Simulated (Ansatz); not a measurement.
# Y on Ni(100): change of the work function, part 2 of 4

Aim: the work function of Ni(100) at several coverages of Y (hollow site), and the dipole that each adsorbate carries.

Ansatz 0.2.0; plane-wave DFT, PBE, Ansatz PAW.

So far, work function, upper face (eV): step 2 (the clean slab) 4.88.

## (3) Adsorbate added, k-mesh 4×4×1, coverage 0.111 ML

System of this step: YNi36 (Y/Ni(100)). The cell holds 37 atoms: 36 Ni and 1 Y. Its edges and angles: a = 7.467 Å, b = 7.467 Å, c = 25.949 Å, α = 90.0°, β = 90.0°, γ = 90.0°. Vacuum lies along c.

The clean slab as it ended is repeated in the plane and the adsorbate is set on one face; the cell's size fixes the coverage, and the k-mesh shrinks with it to keep the sampling density about even. Adsorbate and upper layers relax, since the dipole depends on the height.

input.yaml

```yaml
crystal:
  lattice:
    - [7.4670476094, 0.0, 0.0]
    - [0.0, 7.4670476094, 0.0]
    - [0.0, 0.0, 25.949005037]
  atoms:
    - { symbol: Ni, position: [0.1666666667, 0.1666666667, 0.3468341074], spin: 0.76 }
    - { symbol: Ni, position: [0.0, 0.0, 0.414659444], spin: 0.69 }
    - { symbol: Ni, position: [0.1666666667, 0.1666666667, 0.483338338], spin: 0.7 }
    - { symbol: Ni, position: [0.0, 0.0, 0.5485999015], spin: 0.76 }
    - { symbol: Ni, position: [0.1666666667, 0.5, 0.3468341074], spin: 0.76 }
    - { symbol: Ni, position: [0.0, 0.3333333333, 0.414659444], spin: 0.69 }
    - { symbol: Ni, position: [0.1666666667, 0.5, 0.483338338], spin: 0.7 }
    - { symbol: Ni, position: [0.0, 0.3333333333, 0.5485999015], spin: 0.76 }
    - { symbol: Ni, position: [0.1666666667, 0.8333333333, 0.3468341074], spin: 0.76 }
    - { symbol: Ni, position: [0.0, 0.6666666667, 0.414659444], spin: 0.69 }
    - { symbol: Ni, position: [0.1666666667, 0.8333333333, 0.483338338], spin: 0.7 }
    - { symbol: Ni, position: [0.0, 0.6666666667, 0.5485999015], spin: 0.76 }
    - { symbol: Ni, position: [0.5, 0.1666666667, 0.3468341074], spin: 0.76 }
    - { symbol: Ni, position: [0.3333333333, 0.0, 0.414659444], spin: 0.69 }
    - { symbol: Ni, position: [0.5, 0.1666666667, 0.483338338], spin: 0.7 }
    - { symbol: Ni, position: [0.3333333333, 0.0, 0.5485999015], spin: 0.76 }
    - { symbol: Ni, position: [0.5, 0.5, 0.3468341074], spin: 0.76 }
    - { symbol: Ni, position: [0.3333333333, 0.3333333333, 0.414659444], spin: 0.69 }
    - { symbol: Ni, position: [0.5, 0.5, 0.483338338], spin: 0.7 }
    - { symbol: Ni, position: [0.3333333333, 0.3333333333, 0.5485999015], spin: 0.76 }
    - { symbol: Ni, position: [0.5, 0.8333333333, 0.3468341074], spin: 0.76 }
    - { symbol: Ni, position: [0.3333333333, 0.6666666667, 0.414659444], spin: 0.69 }
    - { symbol: Ni, position: [0.5, 0.8333333333, 0.483338338], spin: 0.7 }
    - { symbol: Ni, position: [0.3333333333, 0.6666666667, 0.5485999015], spin: 0.76 }
    - { symbol: Ni, position: [0.8333333333, 0.1666666667, 0.3468341074], spin: 0.76 }
    - { symbol: Ni, position: [0.6666666667, 0.0, 0.414659444], spin: 0.69 }
    - { symbol: Ni, position: [0.8333333333, 0.1666666667, 0.483338338], spin: 0.7 }
    - { symbol: Ni, position: [0.6666666667, 0.0, 0.5485999015], spin: 0.76 }
    - { symbol: Ni, position: [0.8333333333, 0.5, 0.3468341074], spin: 0.76 }
    - { symbol: Ni, position: [0.6666666667, 0.3333333333, 0.414659444], spin: 0.69 }
    - { symbol: Ni, position: [0.8333333333, 0.5, 0.483338338], spin: 0.7 }
    - { symbol: Ni, position: [0.6666666667, 0.3333333333, 0.5485999015], spin: 0.76 }
    - { symbol: Ni, position: [0.8333333333, 0.8333333333, 0.3468341074], spin: 0.76 }
    - { symbol: Ni, position: [0.6666666667, 0.6666666667, 0.414659444], spin: 0.69 }
    - { symbol: Ni, position: [0.8333333333, 0.8333333333, 0.483338338], spin: 0.7 }
    - { symbol: Ni, position: [0.6666666667, 0.6666666667, 0.5485999015], spin: 0.76 }
    - { symbol: "Y", position: [0.1666666667, 0.1666666667, 0.6531658926] }
magnetization:
  spin_polarized: true
kpoints:
  mp_grid: { grid: [4, 4, 1] }
hamiltonian:
  xc: pbe
scf:
  occupations: { method: fermi_dirac, width: 0.1 }
  convergence: { dr2_threshold: 1.0e-08 }
efield:
  axis: 3
  dipole_correction: true
  ramp_position: 0.97
  ramp_width: 0.06
relax:
  f_tol: 0.02
  max_steps: 60
  constraints:
    - { sites: [0, 1, 4, 5, 8, 9, 12, 13, 16, 17, 20, 21, 24, 25, 28, 29, 32, 33] }
output:
  write_potential: true
  write_density: true
  volumetric_format: npy
```

The run is started by

```bash
ansatz run input.yaml --threads 4 --pin off --max-ram 16384MiB --backend cpu --events-out ev --progress --plain --runs-dir out
```

Standard output:

```text
[...]
Crystal: 37 atoms, lattice volume = 1446.833 Å³
Basis set: ecut = 420 eV, 28319 PW (Γ), exchange–correlation on 100×100×360 points (8 copies of the dense FFT grid, shifted against one another)
Bands: 412, of which v1, the nominal top of the filled ones, is band 330 counted from 1 (329 counted from 0)
Symmetry: 8 space group operations
k-points: 6 of 16
[...]
Starting moments: Σ|m| = 26.19 μB on 36 of 37 sites
[...]
SCF iter   1: F=—  HF=-214030.786193 eV  |F-HF|=—  |Δ(HF+E_count)|=         —  Δρ=1.96e-2 (↑1.40e-2 ↓1.96e-2)  dr2=7.28e1  dr2_m=1.66e0  M=26.862 μB ∫|m|=28.197 μB  β_m=1.00  ethr=3.10e-3  p=-0.000 e·Å  D=-7.70e-7 V/Å  ΔV_dip=0.00 eV  dr2_dipole=7.13e0  V_vac-E_F(+/−)=6.99/6.99 eV  ⟨swp⟩=10.1  Hψ=25380  notcnv=0  defer=380
[...]
SCF iter  24: F=-214063.451804 eV  HF=-214063.451804 eV  |F-HF|=6.11e-10  |Δ(HF+E_count)|=   1.78e-9  Δρ=2.68e-7 (↑1.37e-7 ↓2.68e-7)  dr2=2.08e-9  dr2_m=2.97e-10  M=23.820 μB ∫|m|=27.677 μB  ethr=1.52e-12  p=0.595 e·Å  D=7.44e-2 V/Å  ΔV_dip=-1.93 eV  dr2_dipole=1.40e-10  V_vac-E_F(+/−)=2.97/4.90 eV  ⟨swp⟩=6.2  Hψ=31145  notcnv=0
SCF 1 converged in 24 iterations: F = -214063.451804 eV  dr2 = 2.08e-9
[...]
relax step   1: F+E_penalty+E_count = -214063.45180375 eV  Δ(F+E_penalty+E_count) = +0.000e0 eV  max|allowed force component| = 3.126e0 eV/Å  Δτ_max = 0.0000 Å  (24 SCF iters, accepted)
[...]
SCF iter  17: F=-214064.141957 eV  HF=-214064.141957 eV  |F-HF|=7.07e-9  |Δ(HF+E_count)|=  3.78e-10  Δρ=4.85e-7 (↑2.40e-7 ↓4.85e-7)  dr2=9.67e-9  dr2_m=4.20e-10  M=23.490 μB ∫|m|=27.342 μB  ethr=1.26e-12  p=0.648 e·Å  D=8.11e-2 V/Å  ΔV_dip=-2.10 eV  dr2_dipole=1.36e-9  V_vac-E_F(+/−)=2.79/4.90 eV  ⟨swp⟩=6.2  Hψ=30377  notcnv=0
SCF 2 converged in 17 iterations: F = -214064.141957 eV  dr2 = 9.67e-9
relax step   2: F+E_penalty+E_count = -214064.14195703 eV  Δ(F+E_penalty+E_count) = -6.902e-1 eV  max|allowed force component| = 3.081e0 eV/Å  Δτ_max = 0.1978 Å  (17 SCF iters, accepted)
SCF iter   1: F=—  HF=-214064.865516 eV  |F-HF|=—  |Δ(HF+E_count)|=         —  Δρ=3.01e-3 (↑2.30e-3 ↓3.01e-3)  dr2=6.58e-1  dr2_m=5.99e-2  M=23.260 μB ∫|m|=27.133 μB  β_m=1.00  ethr=3.70e-4  p=0.648 e·Å  D=8.11e-2 V/Å  ΔV_dip=-2.10 eV  dr2_dipole=1.04e-1  V_vac-E_F(+/−)=2.82/4.92 eV  ⟨swp⟩=6.4  Hψ=13629  notcnv=0  defer=140
[...]
SCF iter  15: F=-214064.789991 eV  HF=-214064.789991 eV  |F-HF|=6.11e-10  |Δ(HF+E_count)|=   2.65e-9  Δρ=2.72e-7 (↑8.02e-8 ↓2.72e-7)  dr2=3.37e-9  dr2_m=1.93e-10  M=23.145 μB ∫|m|=26.954 μB  ethr=1.00e-12  p=0.693 e·Å  D=8.66e-2 V/Å  ΔV_dip=-2.25 eV  dr2_dipole=6.80e-10  V_vac-E_F(+/−)=2.65/4.90 eV  ⟨swp⟩=6.4  Hψ=30996  notcnv=0
SCF 3 converged in 15 iterations: F = -214064.789991 eV  dr2 = 3.37e-9
relax step   3: F+E_penalty+E_count = -214064.78999054 eV  Δ(F+E_penalty+E_count) = -6.480e-1 eV  max|allowed force component| = 2.494e0 eV/Å  Δτ_max = 0.1962 Å  (15 SCF iters, accepted)
[...]
relax step   4: F+E_penalty+E_count = -214065.18554811 eV  Δ(F+E_penalty+E_count) = -3.956e-1 eV  max|allowed force component| = 1.227e0 eV/Å  Δτ_max = 0.1950 Å  (16 SCF iters, accepted)
[...]
relax step   5: F+E_penalty+E_count = -214065.29737376 eV  Δ(F+E_penalty+E_count) = -1.118e-1 eV  max|allowed force component| = 3.620e-1 eV/Å  Δτ_max = 0.2000 Å  (14 SCF iters, accepted)
[...]
relax step   6: F+E_penalty+E_count = -214065.33170826 eV  Δ(F+E_penalty+E_count) = -3.433e-2 eV  max|allowed force component| = 9.491e-2 eV/Å  Δτ_max = 0.0464 Å  (14 SCF iters, accepted)
SCF iter   1: F=—  HF=-214065.339764 eV  |F-HF|=—  |Δ(HF+E_count)|=         —  Δρ=5.74e-4 (↑4.04e-4 ↓5.74e-4)  dr2=1.11e-2  dr2_m=1.31e-3  M=22.597 μB ∫|m|=26.286 μB  β_m=1.00  ethr=1.48e-5  p=0.652 e·Å  D=8.16e-2 V/Å  ΔV_dip=-2.12 eV  dr2_dipole=5.09e-4  V_vac-E_F(+/−)=2.78/4.90 eV  ⟨swp⟩=5.9  Hψ=12776  notcnv=0  defer=95
[...]
SCF iter  14: F=-214065.336485 eV  HF=-214065.336485 eV  |F-HF|=7.74e-9  |Δ(HF+E_count)|=   2.27e-9  Δρ=6.59e-7 (↑7.69e-8 ↓6.59e-7)  dr2=8.51e-9  dr2_m=1.26e-9  M=22.600 μB ∫|m|=26.283 μB  ethr=1.00e-12  p=0.652 e·Å  D=8.16e-2 V/Å  ΔV_dip=-2.12 eV  dr2_dipole=1.70e-10  V_vac-E_F(+/−)=2.78/4.90 eV  ⟨swp⟩=6.2  Hψ=26522  notcnv=0
SCF 7 converged in 14 iterations: F = -214065.336485 eV  dr2 = 8.51e-9
relax step   7: F+E_penalty+E_count = -214065.33648496 eV  Δ(F+E_penalty+E_count) = -4.777e-3 eV  max|allowed force component| = 1.273e-2 eV/Å  Δτ_max = 0.0151 Å  (14 SCF iters, accepted)
NSCF: frozen V_eff on 6 k-points
the search or the solves at the SCF's close seem to have found levels that the self-consistency loop had missed (the run counts 1). By its estimate they hold under 1e-12 electrons; where the run keeps them, the occupations were computed again with them
[...]
SCF converged after 14 iterations
Magnetization: 22.6003 μB (340.8001 up, 318.1999 down)
Absolute magnetization: 26.3075 μB (∫|ρ↑−ρ↓|, with the PAW one-centre terms)
[...]
Per-site moments (μB) at R_I (Å): [(0.757850, 1.026719), (0.688605, 1.026719), (0.650006, 1.014493), (0.425078, 1.010389), (0.759107, 1.026719), (0.688605, 1.026719), (0.655620, 1.013858), (0.425078, 1.010389), (0.759107, 1.026719), (0.685724, 1.026719), (0.655620, 1.013858), (0.702394, 1.013858), (0.759107, 1.026719), (0.688605, 1.026719), (0.655620, 1.013858), (0.425078, 1.010389), (0.765120, 1.026719), (0.688605,  [...]
Free energy (F): -214065.336485 eV
[...]
Internal energy: -214063.243823 eV  (E = F + TS)
E sigma→0 (E₀):  -214064.290154 eV
Entropy (-TS):   -2.092662 eV (-56.558 meV/atom)
Fermi energy:    2.463460 eV
Dipole field:    D = 0.081587 V/Å  (p = 0.652346 e·Å, saw-weighted, corrected)
Work function:   Φ+ = 2.7824 eV   Φ− = 4.8995 eV
[...]
--- Forces (eV/Å), atoms counted from 1 ---
  atom   1  Ni     0.00000000     0.00000000     0.32198066
  atom   2  Ni     0.00264881     0.00264881    -0.26855401
  atom   3  Ni    -0.00000000     0.00000000     0.00268529
  atom   4  Ni     0.00457204     0.00457204     0.00013470
  atom   5  Ni     0.00000000     0.00437528     0.32361449
  atom   6  Ni     0.00264881    -0.00264881    -0.26855401
  atom   7  Ni     0.00000000     0.01193890     0.00747934
  atom   8  Ni     0.00457204    -0.00457204     0.00013470
  atom   9  Ni     0.00000000    -0.00437528     0.32361449
  atom  10  Ni    -0.01295061     0.00000000    -0.34681926
  atom  11  Ni     0.00000000    -0.01193890     0.00747934
  atom  12  Ni     0.00122264     0.00000000    -0.01025628
  atom  13  Ni     0.00437528     0.00000000     0.32361449
  atom  14  Ni    -0.00264881     0.00264881    -0.26855401
  atom  15  Ni     0.01193890     0.00000000     0.00747934
  atom  16  Ni    -0.00457204     0.00457204     0.00013470
  atom  17  Ni     0.00380318     0.00380318     0.33314366
  atom  18  Ni    -0.00264881    -0.00264881    -0.26855401
  atom  19  Ni     0.00705770     0.00705770     0.00973043
  atom  20  Ni    -0.00457204    -0.00457204     0.00013470
  atom  21  Ni     0.00380318    -0.00380318     0.33314366
  atom  22  Ni     0.01295061     0.00000000    -0.34681926
  atom  23  Ni     0.00705770    -0.00705770     0.00973043
  atom  24  Ni    -0.00122264     0.00000000    -0.01025628
  atom  25  Ni    -0.00437528     0.00000000     0.32361449
  atom  26  Ni     0.00000000    -0.01295061    -0.34681926
  atom  27  Ni    -0.01193890     0.00000000     0.00747934
  atom  28  Ni     0.00000000     0.00122264    -0.01025628
  atom  29  Ni    -0.00380318     0.00380318     0.33314366
  atom  30  Ni     0.00000000     0.01295061    -0.34681926
  atom  31  Ni    -0.00705770     0.00705770     0.00973043
  atom  32  Ni     0.00000000    -0.00122264    -0.01025628
  atom  33  Ni    -0.00380318    -0.00380318     0.33314366
  atom  34  Ni    -0.00000000     0.00000000    -0.49874687
  atom  35  Ni    -0.00705770    -0.00705770     0.00973043
  atom  36  Ni    -0.00000000     0.00000000    -0.00708408
  atom  37  Y     -0.00000000     0.00000000    -0.01272723
  max |Σ_I F_I| component: 4.47e-8 eV/Å
--- Band table (eV; the first three rows and the last of 12) ---
  k-point 0 ↑: bands = [... 326 lower, 1.8166, 1.8277, 1.8908, 1.8980, 1.8981, 1.8981, 1.9056, 1.9077, ... 78 higher]
  k-point 1 ↑: bands = [... 326 lower, 1.8594, 1.8662, 1.8756, 1.8867, 1.8935, 1.8995, 1.9058, 1.9153, ... 78 higher]
  k-point 2 ↑: bands = [... 326 lower, 1.8583, 1.8624, 1.8726, 1.8751, 1.8771, 1.8844, 1.9515, 1.9527, ... 78 higher]
  k-point 5 ↓: bands = [... 326 lower, 2.6539, 2.6544, 2.7282, 2.7282, 2.7537, 2.7599, 2.8420, 2.8722, ... 78 higher]
--- Relaxed structure (7 steps of the walk, 7 accepted, 0 SCFs on fresh bases) ---
  F+E_penalty+E_count = -214065.33648496 eV   max|allowed force component| = 1.273e-2 eV/Å
  atoms:
    - { symbol: Ni, position: [0.166667, 0.166667, 0.346834] }
    - { symbol: Ni, position: [1.666666e-11, 1.666666e-11, 0.414659] }
    - { symbol: Ni, position: [0.166667, 0.166667, 0.483781] }
    - { symbol: Ni, position: [-0.00214826, -0.00214826, 0.549074] }
    - { symbol: Ni, position: [0.166667, 0.500000, 0.346834] }
    - { symbol: Ni, position: [1.666666e-11, 0.333333, 0.414659] }
    - { symbol: Ni, position: [0.166667, 0.501225, 0.483119] }
    - { symbol: Ni, position: [-0.00214826, 0.335482, 0.549074] }
    - { symbol: Ni, position: [0.166667, 0.833333, 0.346834] }
    - { symbol: Ni, position: [1.666666e-11, 0.666667, 0.414659] }
    - { symbol: Ni, position: [0.166667, 0.832108, 0.483119] }
    - { symbol: Ni, position: [0.00017098, 0.666667, 0.549524] }
    - { symbol: Ni, position: [0.500000, 0.166667, 0.346834] }
    - { symbol: Ni, position: [0.333333, 1.666666e-11, 0.414659] }
    - { symbol: Ni, position: [0.501225, 0.166667, 0.483119] }
    - { symbol: Ni, position: [0.335482, -0.00214826, 0.549074] }
    - { symbol: Ni, position: [0.500000, 0.500000, 0.346834] }
    - { symbol: Ni, position: [0.333333, 0.333333, 0.414659] }
    - { symbol: Ni, position: [0.501175, 0.501175, 0.483017] }
    - { symbol: Ni, position: [0.335482, 0.335482, 0.549074] }
    - { symbol: Ni, position: [0.500000, 0.833333, 0.346834] }
    - { symbol: Ni, position: [0.333333, 0.666667, 0.414659] }
    - { symbol: Ni, position: [0.501175, 0.832158, 0.483017] }
    - { symbol: Ni, position: [0.333162, 0.666667, 0.549524] }
    - { symbol: Ni, position: [0.833333, 0.166667, 0.346834] }
    - { symbol: Ni, position: [0.666667, 1.666666e-11, 0.414659] }
    - { symbol: Ni, position: [0.832108, 0.166667, 0.483119] }
    - { symbol: Ni, position: [0.666667, 0.00017098, 0.549524] }
    - { symbol: Ni, position: [0.833333, 0.500000, 0.346834] }
    - { symbol: Ni, position: [0.666667, 0.333333, 0.414659] }
    - { symbol: Ni, position: [0.832158, 0.501175, 0.483017] }
    - { symbol: Ni, position: [0.666667, 0.333162, 0.549524] }
    - { symbol: Ni, position: [0.833333, 0.833333, 0.346834] }
    - { symbol: Ni, position: [0.666667, 0.666667, 0.414659] }
    - { symbol: Ni, position: [0.832158, 0.832158, 0.483017] }
    - { symbol: Ni, position: [0.666667, 0.666667, 0.549011] }
    - { symbol: Y, position: [0.166667, 0.166667, 0.621617] }
```

Elapsed: 70 min, on 4 threads of Arm Neoverse V1, shared host; peak memory 12 GiB.

Relaxation path:

| step | energy less that of the first step (eV) | largest force component (eV/Å) |
| --- | --- | --- |
| 1 | 0.0000 | 3.1257 |
| 2 | -0.6902 | 3.0807 |
| 3 | -1.3382 | 2.4935 |
| 4 | -1.7337 | 1.2271 |
| 5 | -1.8456 | 0.3620 |
| 6 | -1.8799 | 0.0949 |
| 7 | -1.8847 | 0.0127 |

The run keeps the 8 symmetry operations that the program found, so distortions that break them were not tested.

The atoms that moved most (Å):

| atom | dx | dy | dz | length |
| --- | --- | --- | --- | --- |
| Y37 | 0.000 | 0.000 | -0.819 | 0.819 |
| Ni4 | -0.016 | -0.016 | 0.012 | 0.026 |
| Ni16 | 0.016 | -0.016 | 0.012 | 0.026 |
| Ni8 | -0.016 | 0.016 | 0.012 | 0.026 |
| Ni20 | 0.016 | 0.016 | 0.012 | 0.026 |
| Ni24 | -0.001 | 0.000 | 0.024 | 0.024 |
| Ni32 | 0.000 | -0.001 | 0.024 | 0.024 |
| Ni28 | 0.000 | 0.001 | 0.024 | 0.024 |

The relaxed structure:

```xyz
37
Lattice="7.4670 0.0000 0.0000 0.0000 7.4670 0.0000 0.0000 0.0000 25.9490" Properties=species:S:1:pos:R:3
Ni    1.2445    1.2445    9.0000
Ni    0.0000    0.0000   10.7600
Ni    1.2445    1.2445   12.5536
Ni   -0.0160   -0.0160   14.2479
Ni    1.2445    3.7335    9.0000
Ni    0.0000    2.4890   10.7600
Ni    1.2445    3.7427   12.5365
Ni   -0.0160    2.5051   14.2479
Ni    1.2445    6.2225    9.0000
Ni    0.0000    4.9780   10.7600
Ni    1.2445    6.2134   12.5365
Ni    0.0013    4.9780   14.2596
Ni    3.7335    1.2445    9.0000
Ni    2.4890    0.0000   10.7600
Ni    3.7427    1.2445   12.5365
Ni    2.5051   -0.0160   14.2479
Ni    3.7335    3.7335    9.0000
Ni    2.4890    2.4890   10.7600
Ni    3.7423    3.7423   12.5338
Ni    2.5051    2.5051   14.2479
Ni    3.7335    6.2225    9.0000
Ni    2.4890    4.9780   10.7600
Ni    3.7423    6.2138   12.5338
Ni    2.4877    4.9780   14.2596
Ni    6.2225    1.2445    9.0000
Ni    4.9780    0.0000   10.7600
Ni    6.2134    1.2445   12.5365
Ni    4.9780    0.0013   14.2596
Ni    6.2225    3.7335    9.0000
Ni    4.9780    2.4890   10.7600
Ni    6.2138    3.7423   12.5338
Ni    4.9780    2.4877   14.2596
Ni    6.2225    6.2225    9.0000
Ni    4.9780    4.9780   10.7600
Ni    6.2138    6.2138   12.5338
Ni    4.9780    4.9780   14.2463
Y     1.2445    1.2445   16.1303
```

Numbers from this step:

* energy at zero smearing: -214064.2902 eV
* total moment: 22.60 μB
* work function, upper face: 2.782 eV
* work function, lower face: 4.900 eV
* dipole along the normal: 0.6523 e·Å
* step between the vacuum levels: -2.117 eV

Running mean over 1.76 Å of the planar mean; the ramp of the sawtooth is left out. The electron's electrostatic potential energy less the Fermi level by z:

| z (Å) | electron's electrostatic potential energy less the Fermi level (eV) |
| --- | --- |
| 3.5 | 4.90 |
| 4.0 | 4.90 |
| 4.5 | 4.90 |
| 5.0 | 4.90 |
| 5.5 | 4.89 |
| 6.0 | 4.86 |
| 6.5 | 4.76 |
| 7.0 | 4.39 |
| 7.5 | 2.97 |
| 8.0 | -1.71 |
| 8.5 | -7.40 |
| 9.0 | -9.86 |
| 9.5 | -10.2 |
| 10.0 | -10.3 |
| 10.5 | -10.3 |
| 11.0 | -10.3 |
| 11.5 | -10.2 |
| 12.0 | -10.2 |
| 12.5 | -10.4 |
| 13.0 | -10.7 |
| 13.5 | -10.8 |
| 14.0 | -10.4 |
| 14.5 | -9.35 |
| 15.0 | -5.73 |
| 15.5 | -1.08 |
| 16.0 | 0.844 |
| 16.5 | 1.18 |
| 17.0 | 1.69 |
| 17.5 | 2.29 |
| 18.0 | 2.61 |
| 18.5 | 2.72 |
| 19.0 | 2.76 |
| 19.5 | 2.77 |
| 20.0 | 2.78 |
| 20.5 | 2.78 |
| 21.0 | 2.78 |
| 21.5 | 2.78 |
| 22.0 | 2.78 |
| 22.5 | 2.78 |

Site moment by element, in μB:

| element | atoms | mean | spread (r.m.s.) | least | largest |
| --- | --- | --- | --- | --- | --- |
| Ni | 36 | 0.673 | 0.096 | 0.425 | 0.765 |
| Y | 1 | -0.086 | 0.000 | -0.086 | -0.086 |

The atoms farthest from the mean of their element:

| atom | x, y, z (Å) | site moment (μB) |
| --- | --- | --- |
| Ni4 | -0.02, -0.02, 14.25 | 0.425 |
| Ni16 | 2.51, -0.02, 14.25 | 0.425 |
| Ni20 | 2.51, 2.51, 14.25 | 0.425 |
| Ni8 | -0.02, 2.51, 14.25 | 0.425 |
| Ni33 | 6.22, 6.22, 9.00 | 0.765 |
| Ni29 | 6.22, 3.73, 9.00 | 0.765 |
| Ni21 | 3.73, 6.22, 9.00 | 0.765 |
| Ni17 | 3.73, 3.73, 9.00 | 0.765 |

The relaxation took 7 steps and lowered the energy by 1.9 eV; the largest force on the free atoms ends at 0.013 eV/Å.

The covered face has 2.78 eV, -2.10 eV against the clean one; the bare back face has moved by +0.02 eV, a measure of how thin the slab is.

[end of part 2 of 4]

[Long decimals in the printed logs are rounded to 6 places.]

[Logs are printed without paths, hosts, clocks, repeated set-up lines and the standing remarks that a program may print on its own settings, such as how far it seeks lower states.]

[Hosts, paths, dates, database ids (printed as entryN), source tags and the programs' standing remarks are cut or masked in the printed files.]

[Maps of the electrostatic potential energy from Ansatz leave out the sawtooth potential of an applied field or a dipole correction, so their vacuum need not be flat; planar profiles and work functions include it.]
